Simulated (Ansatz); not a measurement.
# What AgF (model cell, started as zinc blende) distorts into

Which phase does AgF (model cell, started as zinc blende) fall into along its unstable mode, and how much energy does it gain?

Main program and level: Ansatz 0.2.0; DFT PBEsol, scalar-relativistic, plane waves, PAW.

The structure was built from a prototype and need not be the compound's stable phase.

### 1. Set-up

Symmetry: F-43m, No. 216, cubic system. Conventional cell: a = 5.322 Å, b = 5.322 Å, c = 5.322 Å, α = 90.00°, β = 90.00°, γ = 90.00°. Ag has 4 F at 2.30 Å nearest. Nearest to F lie 4 Ag at 2.30 Å. Farther neighbours and most contacts between anions are not listed.

### 2. The dispersion

The cell comes from relaxations at this level that are not shown. Stability and thermal properties need the whole zone. Linear response on a 4×4×4 q mesh gives force constants as far as a supercell of that size would.

Input file input.yaml:

```yaml
crystal:
  lattice:
    - [0.0, 2.66091203, 2.66091203]
    - [2.66091203, 0.0, 2.66091203]
    - [2.66091203, 2.66091203, 0.0]
  atoms:
    - { symbol: Ag, position: [0.0, 0.0, 0.0] }
    - { symbol: F, position: [0.25, 0.25, 0.25] }
kpoints:
  mp_grid: { grid: [12, 12, 12] }
hamiltonian:
  xc: pbesol
scf:
  occupations: { method: methfessel_paxton, width: 0.15 }
output:
  eigenvalues: true
phonons:
  method: dfpt
  qmesh: [4, 4, 4]
  temperatures: { t_max: 1000, t_step: 50 }
  qpath:
    path:
      - [[0.0, 0.0, 0.0], [-0.5, -0.5, 0.0], [-0.375, -0.375, 0.25]]
      - [[-0.375, 0.0, 0.375], [0.0, 0.0, 0.0], [0.0, 0.0, 0.5], [-0.5, -0.25, 0.25], [-0.5, -0.5, 0.0]]
    npoints: 10
```

Command:

```sh
> ansatz run input.yaml --threads 4 --pin off --max-ram 7168MiB --backend cpu --events-out ev --progress --plain --runs-dir out
```

Numbers of over 12 decimals in the logs are rounded to 6 here.

Output:

```text
Warning: phonons: the dynamical matrix that this run interpolates holds no multipole term above the dipole-dipole one, and a site of this crystal is no centre of inversion, so its interpolated transverse optical and acoustic branches and sound speeds can stay off near Gamma, and the density of states and the thermodynamics with them. What a run solves at a wave vector of phonons.qpoints, Gamma apart, where the deck admits one, is free of this, and under fd what a larger phonons.supercell samples
Engine: ansatz 0.2.0, aarch64-unknown-linux-gnu
Pseudopotentials: kind: paw
Pseudopotential: Ag, paw, valence charge 19, recommended cutoff 420 eV (normal), Ag.paw.azcp
Pseudopotential: F, paw, valence charge 7, recommended cutoff 420 eV (normal), F.paw.azcp
Functional definition: PBEsol
  exchange = pbesol_x
  correlation = pbesol_c
Crystal: 2 atoms, lattice volume = 37.681 Å³
Basis set: ecut = 420 eV, 725 PW (Γ), exchange–correlation on 54×54×54 points (8 copies of the dense FFT grid, shifted against one another)
Bands: 17, of which v1, the nominal top of the filled ones, is band 13 counted from 1 (12 counted from 0)
Symmetry: 24 space group operations
k-points: 72 of 1728 (time reversal used)
Non-local potential: Ag, projectors of the file, l = 0: 3, l = 1: 2, l = 2: 2, l = 3: 1
Non-local potential: F, projectors of the file, l = 0: 2, l = 1: 2, l = 2: 1
PAW form: soft (Blöchl's): semilocal exchange-correlation on the pseudo side does not see the compensation charge
PAW frozen core: Ag, regenerated for the run's functional, and the local potential with it (the file was generated under x = pbe(κ = 0.804, μ = 0.219515), c = pbe(β = 0.066725))
PAW frozen core: F, regenerated for the run's functional, and the local potential with it (the file was generated under x = pbe(κ = 0.804, μ = 0.219515), c = pbe(β = 0.066725))
PAW one-centre angular grid: Ag, 590 points (default); XC on 64 Gauss nodes
PAW one-centre angular grid: F, 110 points (default); XC on 64 Gauss nodes
Initial density: superposition of atomic densities (neutral atoms: chi_scale 0, normalization atom), corrected by the library's trained network
Initial wavefunctions: pseudopotential atomic-orbital guess
Functional: x = pbesol(κ = 0.804, μ = 0.123457), c = pbesol(β = 0.046)
SCF iter   1: F=—  HF=-8321.337735 eV  |F-HF|=—  |Δ(HF+E_count)|=         —  Δρ=1.30e-2  dr2=4.47e-2  ethr=1.77e-3  ⟨swp⟩=4.9  Hψ=5141  notcnv=0
preconditioner: auto → none  [insulator: Δε(μ)=0.158 eV  Ē_g=12.772 eV  σ=0.150 eV  W_gap=0.69  n_scr=14 (ndim 8)  ℏωp=25.7 eV  f_vac=0.227  D(μ)=0.40/eV (n_scr^D=0)  ε∞_Penn≈5.0]
SCF iter   2: F=—  HF=-8321.333379 eV  |F-HF|=—  |Δ(HF+E_count)|=   4.36e-3  S|Δr|=    0.00e0  Δρ=9.75e-3  dr2=2.40e-2  ethr=1.72e-4  ⟨swp⟩=2.0  Hψ=2695  notcnv=0
SCF iter   3: F=—  HF=-8321.327167 eV  |F-HF|=—  |Δ(HF+E_count)|=   6.21e-3  S|Δr|=    0.00e0  Δρ=7.96e-4  dr2=1.10e-4  ethr=9.24e-5  ⟨swp⟩=2.0  Hψ=1763  notcnv=0
SCF iter   4: F=—  HF=-8321.327197 eV  |F-HF|=—  |Δ(HF+E_count)|=   3.03e-5  S|Δr|=    0.00e0  Δρ=4.15e-4  dr2=2.33e-5  ethr=4.22e-7  ⟨swp⟩=2.6  Hψ=1726  notcnv=0
SCF iter   5: F=—  HF=-8321.327221 eV  |F-HF|=—  |Δ(HF+E_count)|=   2.35e-5  S|Δr|=    0.00e0  Δρ=2.35e-5  dr2=1.26e-7  ethr=8.95e-8  ⟨swp⟩=2.3  Hψ=1762  notcnv=0
SCF iter   6: F=—  HF=-8321.327210 eV  |F-HF|=—  |Δ(HF+E_count)|=   1.09e-5  S|Δr|=    0.00e0  Δρ=4.45e-6  dr2=3.04e-9  ethr=4.86e-10  ⟨swp⟩=2.0  Hψ=1853  notcnv=0
SCF iter   7: F=—  HF=-8321.327210 eV  |F-HF|=—  |Δ(HF+E_count)|=   1.07e-8  S|Δr|=    0.00e0  Δρ=4.94e-7  dr2=6.12e-11  ethr=1.17e-11  ⟨swp⟩=2.0  Hψ=1764  notcnv=0
SCF iter   8: F=-8321.327210 eV  HF=-8321.327210 eV  |F-HF|=0.00e0  |Δ(HF+E_count)|=  1.31e-10  S|Δr|=    0.00e0  Δρ=4.18e-8  dr2=6.43e-13  ethr=1.00e-12  ⟨swp⟩=5.1  Hψ=4952  notcnv=0
SCF 1 converged in 8 iterations: F = -8321.327210 eV  dr2 = 6.43e-13
  greatest PAW one-centre occupation: 1.000 electrons in one spin orbital (limit 2), on the Ag atom at site 0 (counted from 0), in its partial waves of l = 0
Initial density: read from a saved state, or passed on in memory by an earlier SCF of this step, an earlier step, the calling program or the single point that the run made first
iter 1 solved again at ethr=1.61e-8 eV; its pass at ethr=3.10e-3 eV (dr2=4.18e-6 eV) is discarded
SCF iter   1: F=—  HF=-8321.327218 eV  |F-HF|=—  |Δ(HF+E_count)|=         —  Δρ=3.57e-7  dr2=4.70e-11  ethr=1.61e-8  ⟨swp⟩=3.3  Hψ=8605  notcnv=0
eigensolver tolerance schedule: the retry pair's looser diagonalisation over-reported the residual by 88826.51 of it (diagonalisation noise at 0.85 of the residual, at the tolerance the schedule requests for it); recorded, not acted on — ethr = c·dr2/N_el stays at c = 1.0e-1
preconditioner: auto → none  [insulator: Δε(μ)=0.212 eV  Ē_g=12.864 eV  σ=0.150 eV  W_gap=0.73  n_scr=14 (ndim 8)  ℏωp=25.7 eV  f_vac=0.225  D(μ)=0.42/eV (n_scr^D=0)  ε∞_Penn≈5.0]
SCF iter   2: F=—  HF=-8321.327210 eV  |F-HF|=—  |Δ(HF+E_count)|=   8.15e-6  S|Δr|=    0.00e0  Δρ=6.34e-7  dr2=1.29e-10  ethr=1.00e-12  ⟨swp⟩=3.2  Hψ=2715  notcnv=0
SCF iter   3: F=—  HF=-8321.327210 eV  |F-HF|=—  |Δ(HF+E_count)|=  3.09e-11  S|Δr|=    0.00e0  Δρ=1.84e-7  dr2=1.26e-11  ethr=1.00e-12  ⟨swp⟩=1.0  Hψ=1224  notcnv=0
SCF iter   4: F=-8321.327210 eV  HF=-8321.327210 eV  |F-HF|=1.82e-12  |Δ(HF+E_count)|=    0.00e0  S|Δr|=    0.00e0  Δρ=7.94e-8  dr2=2.26e-12  ethr=1.00e-12  ⟨swp⟩=3.0  Hψ=3004  notcnv=0
SCF 2 converged in 4 iterations: F = -8321.327210 eV  dr2 = 2.26e-12
k-points: 280 of 1728 (irreducible under 4 space group operations, time reversal used)
iter 1 solved again at ethr=5.10e-8 eV; its pass at ethr=3.10e-3 eV (dr2=1.33e-5 eV) is discarded
SCF iter   1: F=—  HF=-8321.328659 eV  |F-HF|=—  |Δ(HF+E_count)|=         —  Δρ=1.04e-4  dr2=4.16e-6  ethr=5.10e-8  ⟨swp⟩=3.0  Hψ=31600  notcnv=0  defer=558
preconditioner: auto → none  [insulator: Δε(μ)=0.000 eV  Ē_g=12.863 eV  n_scr=14 (ndim 8)  ℏωp=25.7 eV  f_vac=0.225  ε∞_Penn≈5.0]
SCF iter   2: F=—  HF=-8321.328659 eV  |F-HF|=—  |Δ(HF+E_count)|=   1.13e-7  Δρ=1.11e-4  dr2=2.97e-6  ethr=1.60e-8  ⟨swp⟩=2.0  Hψ=7281  notcnv=0  defer=433
SCF iter   3: F=—  HF=-8321.328658 eV  |F-HF|=—  |Δ(HF+E_count)|=   5.43e-7  Δρ=1.62e-5  dr2=3.74e-8  ethr=1.14e-8  ⟨swp⟩=2.1  Hψ=7044  notcnv=0  defer=112
SCF iter   4: F=—  HF=-8321.328658 eV  |F-HF|=—  |Δ(HF+E_count)|=   1.83e-8  Δρ=4.64e-6  dr2=5.46e-9  ethr=1.44e-10  ⟨swp⟩=2.4  Hψ=8379  notcnv=0  defer=114
SCF iter   5: F=-8321.328658 eV  HF=-8321.328658 eV  |F-HF|=1.82e-12  |Δ(HF+E_count)|=   1.46e-9  Δρ=6.97e-7  dr2=5.42e-11  ethr=1.00e-12  ⟨swp⟩=4.0  Hψ=18746  notcnv=0
WARN: a fill by count may have filled part of one level: at k-index 0 the highest filled band, 5.987773 eV, and the lowest empty band, 5.987773 eV, stand 7.105e-15 eV apart, within the solve's uncertainty, 1.000e-5 eV. If they are one level, whatever splits it, however little, can move the result. A smearing (`scf.occupations.method` with a `width`) well over the split that the run's distortions make, where the deck  [...]
SCF 3 converged in 5 iterations: F = -8321.328658 eV  dr2 = 5.42e-11
NSCF: frozen V_eff on 280 k-points
NSCF: frozen V_eff on 280 k-points
[...]
phonons: the run's symmetry doesn't show that the Born effective charges vanish, and it interpolates frequencies without the dipole-dipole term. In a polar insulator or semiconductor they then lack LO-TO splitting, and the branches near Gamma, sound speeds, density of states, thermodynamics and thermal conductivity can be off. Where the input admits it, phonons.dielectric: true or phonons.non_analytic_term supplies t [...]
NSCF: frozen V_eff on 72 k-points
NSCF: frozen V_eff on 163 k-points
DFPT response loops at q = (0, 0, 0) (fractional): preconditioner auto → none (partly filled bands, converged f_vac=0.225); β = 0.50; Broyden in place of MSR1
NSCF: frozen V_eff on 1872 k-points
DFPT response loops at q = (0, 0, 0.25) (fractional): mixed as the last ones told, above
NSCF: frozen V_eff on 952 k-points
DFPT response loops at q = (0, 0, -0.5) (fractional): mixed as the last ones told, above
NSCF: frozen V_eff on 1020 k-points
DFPT response loops at q = (0, 0.25, 0.25) (fractional): mixed as the last ones told, above
NSCF: frozen V_eff on 3456 k-points
DFPT response loops at q = (0, 0.25, -0.5) (fractional): mixed as the last ones told, above
NSCF: frozen V_eff on 1872 k-points
DFPT response loops at q = (0, 0.25, -0.25) (fractional): mixed as the last ones told, above
NSCF: frozen V_eff on 560 k-points
DFPT response loops at q = (0, -0.5, -0.5) (fractional): mixed as the last ones told, above
NSCF: frozen V_eff on 1020 k-points
DFPT response loops at q = (0.25, -0.5, -0.25) (fractional): mixed as the last ones told, above
SCF converged after 8 iterations
Stability not checked: this state was not tested for a lower state beside it, because cold or Methfessel-Paxton smearing, or corrected tetrahedra, fill the levels in a way that the test cannot read (fill_not_monotonic; see scf.lower_state_search)
Free energy (F): -8321.327210 eV
Harris-Foulkes:  -8321.327210 eV  (|F-HF|=0.00e0)
Internal energy: -8321.331079 eV  (E = F + TS)
E sigma→0 (E₀):  -8321.328177 eV
Entropy (-TS):   0.003869 eV (1.935 meV/atom)
Fermi energy:    6.023504 eV
Step filling:    the computed levels leave a gap of 0.0000 eV = 0.0 smearing widths at the electron count; against every level under it full and every level over it empty, smearing changes F+E_penalty+E_count by +1.449 meV and its σ→0 estimate by +0.482 meV
--- Per-component energies (eV) ---
  E_band       = -415.961463
  E_kinetic    = 733.308268
  E_local      = -3690.812216  (includes V_loc(G=0)·N_el)
  E_nonlocal   = 161.471823
  E_hartree    = 1597.104002
  E_xc         = -258.962584
  E_vxc        = -331.241942  (∫ρ·V_xc dr)
  E_paw        = -4032.070295  (= ΣΔE_a)
  E_vpaw       = -482.897795  (= ΣTr[D̂ρ^β])
  E_aug_tail   = 0.002397  (compensation charges beyond the density's cutoff)
  E_ewald      = -2831.737655
  E_core_change = 0.365182  (= ΣΔE_core)
  E_smearing   = 0.003869  (= −TS)
  E_closure    = 0.000000  (closes the sum)
  Σ components = -8321.327210   (vs F -8321.327210, Δ=0.00e0)
--- Band table (eV; the first three rows and the last of 72) ---
  k-point 0: bands = [... 9 lower, 4.5823, 5.8763, 5.9882, 5.9882, 5.9882, 18.9969, 18.9969, 18.9969]
  k-point 1: bands = [... 9 lower, 4.5764, 5.7789, 5.9746, 5.9746, 6.2006, 18.2359, 19.0020, 19.0020]
  k-point 2: bands = [... 9 lower, 4.5674, 5.5597, 5.9311, 5.9311, 6.7424, 16.7246, 18.9925, 18.9925]
  k-point 71: bands = [... 9 lower, 4.5566, 4.8091, 4.8842, 5.5312, 12.5313, 12.8400, 14.8104, 14.9660]
--- Phonons (Γ-DFPT): 2 representative perturbations + reference (Σ response iterations 7) ---
  ASR residual: 2.534e-5 → 0.000e0 eV/Å²; symmetrization residual: 3.179e-6 eV/Å²
  ASR residual per site (eV/Å²): 2.53e-5 1.08e-6
  Γ frequencies (cm⁻¹): 0.00 0.00 0.00 142.50 142.50 142.50
--- Phonons (arbitrary-q DFPT): 8 irreducible q on the 4×4×4 mesh ---
  q = [0.0000, 0.0000, 0.0000] (star 1, of the zone-centre solve; hermiticity 5.27e-6, symmetrization 7.59e-12): -0.00 0.00 0.00 142.50 142.50 142.50
  q = [0.0000, 0.0000, 0.2500] (star 8, 2 solved perturbations on 936 of 1728 k-point pairs; hermiticity 3.46e-6, symmetrization 3.34e-12): -25.05 -25.05 62.26 178.45 178.45 247.08
  q = [0.0000, 0.0000, -0.5000] (star 4, 2 solved perturbations on 476 of 1728 k-point pairs; hermiticity 3.50e-6, symmetrization 2.49e-12): -30.29 -30.29 85.09 204.46 204.46 287.08
  q = [0.0000, 0.2500, 0.2500] (star 6, 4 solved perturbations in 1608 linear systems a pass and spin channel, the states on 510 of 1728 k-point pairs; hermiticity 3.60e-6, symmetrization 1.52e-12): -35.03 -35.03 76.29 204.90 204.90 250.42
  q = [0.0000, 0.2500, -0.5000] (star 24, 4 solved perturbations in 5328 linear systems a pass and spin channel, the states on 1728 of 1728 k-point pairs; hermiticity 3.57e-6, symmetrization 7.08e-13): -44.20 -36.52 100.66 221.97 230.86 285.01
  q = [0.0000, 0.2500, -0.2500] (star 12, 4 solved perturbations in 2892 linear systems a pass and spin channel, the states on 936 of 1728 k-point pairs; hermiticity 3.76e-6, symmetrization 8.66e-13): -43.23 -29.33 92.61 202.17 227.35 279.00
  q = [0.0000, -0.5000, -0.5000] (star 3, 4 solved perturbations in 886 linear systems a pass and spin channel, the states on 280 of 1728 k-point pairs; hermiticity 5.11e-6, symmetrization 2.91e-13): -40.20 -40.20 104.58 236.58 236.58 285.49
  q = [0.2500, -0.5000, -0.2500] (star 6, 4 solved perturbations in 1544 linear systems a pass and spin channel, the states on 510 of 1728 k-point pairs; hermiticity 3.99e-6, symmetrization 6.42e-13): -53.94 -32.90 109.96 237.36 239.04 285.59
  sum rule: each row above includes the acoustic sum rule's correction from the zone centre's row sums; it moved no ω² by more than (0.25 cm⁻¹)²
  mesh force constants: q→R imaginary residual 2.52e-18; ASR residual 2.534e-5 → 0.000e0 eV/Å²; symmetrization residual 1.332e-15 eV/Å²
  interpolated dispersion: 62 rows × 6 modes
  density of states and harmonic sums: on the 20×20×20 q-mesh, interpolated from the force constants of a 4×4×4 supercell (no non-analytic term)
  largest difference from the sums on the solved wave vectors: F 4.91e-3 eV, S 6.24e-6 and C_V 1.34e-6 eV/K
  zero-point energy: 0.049280 eV/cell   skipped modes (ω ≤ 0): 513, of them read as no rigid motion or as one in doubt: 510 (2.000e0 modes/cell left out, lowest -53.94 cm⁻¹)   left out of the sums: 3.33e-1 of the cell's modes: C_V's classical limit lies that fraction below 3 k_B per atom; for a crystal, a wire or a layer, F and S can be off by more, and a phonons.interpolated_qmesh denser along its periods is the remedy for the sampling
```

Elapsed: 4.2 min, on 4 threads of Arm Neoverse V2, shared host; peak memory 2.3 GiB; 16 min of CPU time.

Reading the cycles: dr2 is the Hartree energy of the density residual (eV), the measure of convergence; HF is the Harris–Foulkes estimate of the energy, which meets the free energy F at convergence.

Numbers from this step:

| Quantity | Value |
| --- | --- |
| volume per atom | 18.84 Å³ |
| gap on the k-mesh | 0 eV |
| sum-rule residual before enforcement | 2.53e-5 eV/Å² |
| lowest frequency on the path | -53.94 cm⁻¹ |
| point group | -43m |
| highest frequency on the path or at a solved wavevector | 287.1 cm⁻¹ |
| highest optical mode at the zone centre (no LO-TO term) | 142.5 cm⁻¹ |
| lowest optical zone-centre mode | 142.5 cm⁻¹ |
| lowest mode on the q mesh (acoustic modes at Γ apart) | -53.94 cm⁻¹ |

Frequencies (cm⁻¹) solved at each irreducible wavevector; negative means imaginary. Frequencies by wavevector, by row:

```
q in reciprocal lattice units  star  mode 1  mode 2  mode 3  mode 4  mode 5  mode 6
                        0 0 0     1       0       0       0   142.5   142.5   142.5
                     0 0 0.25     8   -25.1   -25.1    62.3   178.4   178.4   247.1
                     0 0 -0.5     4   -30.3   -30.3    85.1   204.5   204.5   287.1
                  0 0.25 0.25     6     -35     -35    76.3   204.9   204.9   250.4
                  0 0.25 -0.5    24   -44.2   -36.5   100.7     222   230.9     285
                 0 0.25 -0.25    12   -43.2   -29.3    92.6   202.2   227.3     279
                  0 -0.5 -0.5     3   -40.2   -40.2   104.6   236.6   236.6   285.5
              0.25 -0.5 -0.25     6   -53.9   -32.9     110   237.4     239   285.6
```

Interpolated from a 4×4×4 q mesh. The phonon branches at the labelled points (cm⁻¹):

```
    point  branch 1  branch 2  branch 3  branch 4  branch 5  branch 6
        Γ         0         0         0       142       142       142
  halfway       -35       -35        76       205       205       250
        X       -40       -40       105       237       237       286
  halfway       -43       -40       106       234       239       286
        U       -50       -38       107       228       242       287
jump to K       -50       -38       107       228       242       287
  halfway       -30       -25        74       185       208       260
        Γ         0         0         0       142       142       142
  halfway       -25       -25        62       178       178       247
        L       -30       -30        85       204       204       287
  halfway       -49       -33       101       218       230       286
        W       -54       -33       110       237       239       286
  halfway       -47       -37       107       236       238       286
        X       -40       -40       105       237       237       286
```

The phonon branches as a text plot (rows in cm⁻¹):

```
    280 |        ***************              *******************
    266 |       *               *            *
    252 |      *                            *
    237 |         *************  *                     **********
    223 |    ** **       ***   *           *        *****
    209 |      *            *** * **            ******
    195 |   ***                * *        *   **
    181 |   *                   * ***       **
    166 |  *                     ****    ***
    152 | **                        **  **
    138 |*                           ****
    124 |
    109 |           ********                           **********
     95 |        ***        ***                    ****
     81 |      **              **             *****
     67 |    **                             **
     53 |   *                    *         *
     38 |  *                      **      *
     24 | *                         *    *
     10 |                            *  *
     -4 |*                           ****
    -18 | **                    ******   ****
    -33 |   ********    **********           ******************
    -47 |           ***********                     *************
         Γ           X  U|K            Γ         L        W     X
```

Symmetry leaves 8 wavevectors to solve. The lowest mode among them, the acoustic zeros apart, lies at q = (0.25, -0.5, -0.25) and is imaginary, 53.9i cm⁻¹, so the energy falls along it.

[end of part 1 of 3]

[Logs are printed without paths, hosts, clocks, repeated set-up lines and the standing remarks that a program may print on its own settings, such as how far it seeks lower states.]

[Hosts, paths, dates, database ids (printed as entryN), source tags and the programs' standing remarks are cut or masked in the printed files.]
